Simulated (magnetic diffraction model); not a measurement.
# DyNbS2O2: what an assumed order does to the neutron pattern

Space group C2/c (no. 15), a = 8.2230 Å, b = 12.4810 Å, c = 5.7600 Å, β = 131.54°.

| site | atom | x | y | z |
| --- | --- | --- | --- | --- |
| 4e | Dy | 1/2 | 0.8766 | 1/4 |
| 4e | Nb | 0 | 0.8990 | 1/4 |
| 8f | S | 0.8538 | 0.7926 | 0.3570 |
| 8f | O | 0.7480 | 0.9690 | 0.7836 |

This is a made-up structure (elements placed in a structure type, unrelaxed), so the numbers test the method and describe no known phase.

Only Dy is taken to order (form factors of Dy3+); orders and moment sizes are assumed, and not adapted to the symmetry. Radiation: neutrons of λ = 2.41 Å (absorption by Dy left out), 3° to 55°; isotropic B of 0.55 Å² (Dy), 0.47 Å² (Nb), 0.86 Å² (S) and 0.99 Å² (O). Simulated constant-wavelength pattern: nuclear and magnetic terms add, the magnetic one as |2.695 fm × Σ f S⊥ exp(2πi Q·r) exp(−B s²)|², summed over all Q at one angle with the factor 1/(sin²θ cos θ). For collinear order S is the moment m, which repeats by lattice and centring translations R with the sign exp(−2πi k·R). Free-ion form factors, Sears's scattering lengths of 1992, no absorption; a label names one of the reflections at its angle. The strongest nuclear line in the range is 100, and lines under 0.2 are left out.

Assume the order k = (0 0 1/2), collinear moments along [111], 7.8 μB on Dy; signs + at (1/2, 0.8766, 1/4), − at (0, 0.6234, 3/4).

Q: Where does magnetic intensity appear, and how strong is it?

```tsv
2θ (°)	index	nuclear	magnetic
16.07	(0 0 1/2)	0.0	90.4
20.25	(-1 1 1/2)	0.0	117.1
22.27	(0 2 0)	16.8	0.0
25.22	(1 1 0)	12.2	0.0
26.67	(1 1 -1)	18.3	0.0
27.58	(0 2 1/2)	0.0	28.2
36.92	(2 0 -1/2)	0.0	14.7
37.53	(1 1 1/2)	0.0	18.7
37.90	(1 3 -1/2)	0.0	4.3
38.99	(2 0 -3/2)	0.0	15.5
39.57	(1 1 -3/2)	0.0	30.0
39.72	(0 2 1)	76.4	0.0
40.93	(1 3 0)	6.9	0.0
41.16	(2 2 -1)	100.0	0.0
41.89	(1 3 -1)	2.5	0.0
43.54	(2 2 -1/2)	0.0	16.6
45.36	(2 2 -3/2)	0.0	17.7
45.44	(0 4 0)	9.0	0.0
46.10	(2 0 0)	7.6	0.0
48.50	(0 4 1/2)	0.0	5.7
49.53	(2 0 -2)	3.5	0.0
49.57	(0 0 3/2)	0.0	8.4
49.91	(1 -3 1/2)	0.0	16.6
51.56	(-1 3 3/2)	0.0	8.8
51.77	(2 2 0)	4.8	0.0
52.89	(1 1 1)	0.8	0.0
53.63	(3 1 -3/2)	0.0	12.0
54.94	(2 2 -2)	0.5	0.0
54.98	(0 2 3/2)	0.0	11.6
```

The strongest magnetic line in the range is (-1 1 1/2) at 20.25° (117.1). On top of the Lorentz factor, which all lines share, magnetic lines fade with angle because f falls: for Dy3+ it is 0.96, 0.84, 0.69 and 0.41 at sin θ/λ = 0.1, 0.2, 0.3 and 0.5 Å⁻¹, while nuclear lengths stay constant. The order has no net moment.

[Logs are printed without paths, hosts, clocks, repeated set-up lines and the standing remarks that a program may print on its own settings, such as how far it seeks lower states.]
